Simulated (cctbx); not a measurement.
**Diagnosing a refinement**

Cell a = 11.2070 Å, b = 3.5910 Å, c = 10.0310 Å, α = 90.00°, β = 90.00°, γ = 90.00°; space group Pnma (no. 62). The compound is ScCo4CuP3.

Simulated single-crystal data (cctbx): Ag Kα, λ = 0.56087 Å, to d = 0.65 Å, 50 % of the full sphere, strongest reflection 40000 counts, noise from counting, a 6 % proportional error and a noise floor of 4 counts (s.d.); no absorption.

An anisotropic refinement with weights 1/σ² prints:

```text
Rint 0.053, 859 unique reflections to 0.65 A
cycle     R1     wR2    GooF  max shift (A)
   1  0.0536  0.1417   2.489   0.00182
   2  0.0301  0.0807   1.418   0.00000
final R1 0.0301 wR2 0.0807 GooF 1.418  parameters 54  data/parameter 15.9
atom        x        y        z      Ueq    occ   su(xyz)  su(Uiso or U11)
Cu1    0.32738  0.75000  0.71794   0.0043  1.000  0.00007  0.0003
Co1    0.56566  0.75000  0.96802   0.0055  1.000  0.00007  0.0003
Cu2    0.79476  0.75000  0.37933   0.0094  1.000  0.00007  0.0003
Co2    0.01569  0.75000  0.89998   0.0072  1.000  0.00008  0.0003
Co3    0.51142  0.75000  0.21251   0.0064  1.000  0.00007  0.0003
Sc1    0.79709  0.75000  0.08197   0.0031  1.000  0.00009  0.0003
P1     0.10884  0.75000  0.10543   0.0074  1.000  0.00014  0.0005
P2     0.63245  0.75000  0.76720   0.0078  1.000  0.00015  0.0005
P3     0.38398  0.75000  0.92233   0.0085  1.000  0.00014  0.0006
difference map: max 1.16 min -3.42 rms 0.37
Q1    0.0661  0.7500  0.5870    4    1.21  0.55 A from Co1
Q2    0.1736  0.2500  0.0947    4    1.01  1.24 A from Cu1
Q3    0.1032  0.7500  0.5158    4    1.00  0.45 A from Co1
Q4    0.0298  0.2500  0.1086    4    1.00  0.52 A from Co2
Q5    0.1348  0.7500  0.8752    4    0.98  1.36 A from Co2
Q6    0.2533  0.1522  0.1143    8    0.96  1.42 A from Cu1
```

**Question.** Can this result stand? If not, what is the likely fault?

Mend it. The fault: wrong element: Cu2 is Co. Against the right model at the same level, R1 goes from 0.0215 to 0.0301 and GooF from 0.92 to 1.42, U of Cu2 swells from 0.0062 to 0.0094 Å² and a hole of -3.4 e/Å³ opens. Cu2 has 2 electrons too many and its U swells to shed them, as expected (near an absorption edge f′ can widen the mismatch well beyond the difference in Z).

The compound is ScCo4CuP3. The right model at the same level gives:

```text
Rint 0.053, 859 unique reflections to 0.65 A
cycle     R1     wR2    GooF  max shift (A)
   1  0.0332  0.0882   1.549   0.00218
   2  0.0215  0.0522   0.917   0.00000
final R1 0.0215 wR2 0.0522 GooF 0.917  parameters 54  data/parameter 15.9
atom        x        y        z      Ueq    occ   su(xyz)  su(Uiso or U11)
Cu1    0.32741  0.75000  0.71797   0.0049  1.000  0.00004  0.0002
Co1    0.56567  0.75000  0.96806   0.0062  1.000  0.00005  0.0002
Co2    0.79481  0.75000  0.37928   0.0062  1.000  0.00005  0.0002
Co3    0.01571  0.75000  0.89996   0.0078  1.000  0.00005  0.0002
Co4    0.51140  0.75000  0.21251   0.0070  1.000  0.00005  0.0002
Sc1    0.79712  0.75000  0.08212   0.0037  1.000  0.00006  0.0002
P1     0.10877  0.75000  0.10532   0.0081  1.000  0.00009  0.0004
P2     0.63243  0.75000  0.76723   0.0084  1.000  0.00010  0.0004
P3     0.38391  0.75000  0.92238   0.0091  1.000  0.00009  0.0004
difference map: max 1.01 min -1.11 rms 0.26
Q1    0.1363  0.7500  0.8755    4    1.02  1.37 A from Co3
Q2    0.2298  0.2500  0.0716    4    1.00  1.57 A from Sc1
Q3    0.1055  0.1087  0.5803    8    0.93  1.29 A from Co2
Q4    0.0662  0.7500  0.5975    4    0.90  0.66 A from Co1
Q5    0.2295  0.6142  0.6150    8    0.88  1.34 A from Co2
Q6    0.1238  0.2500  0.2566    4    0.87  0.67 A from Cu1
```

The model was made for the exercise: a known structure type with other elements put in, its volume estimated, not relaxed; displacement parameters are assumed.

[Middle refinement cycles are left out of these outputs.]

[Logs are printed without paths, hosts, clocks, repeated set-up lines and the standing remarks that a program may print on its own settings, such as how far it seeks lower states.]
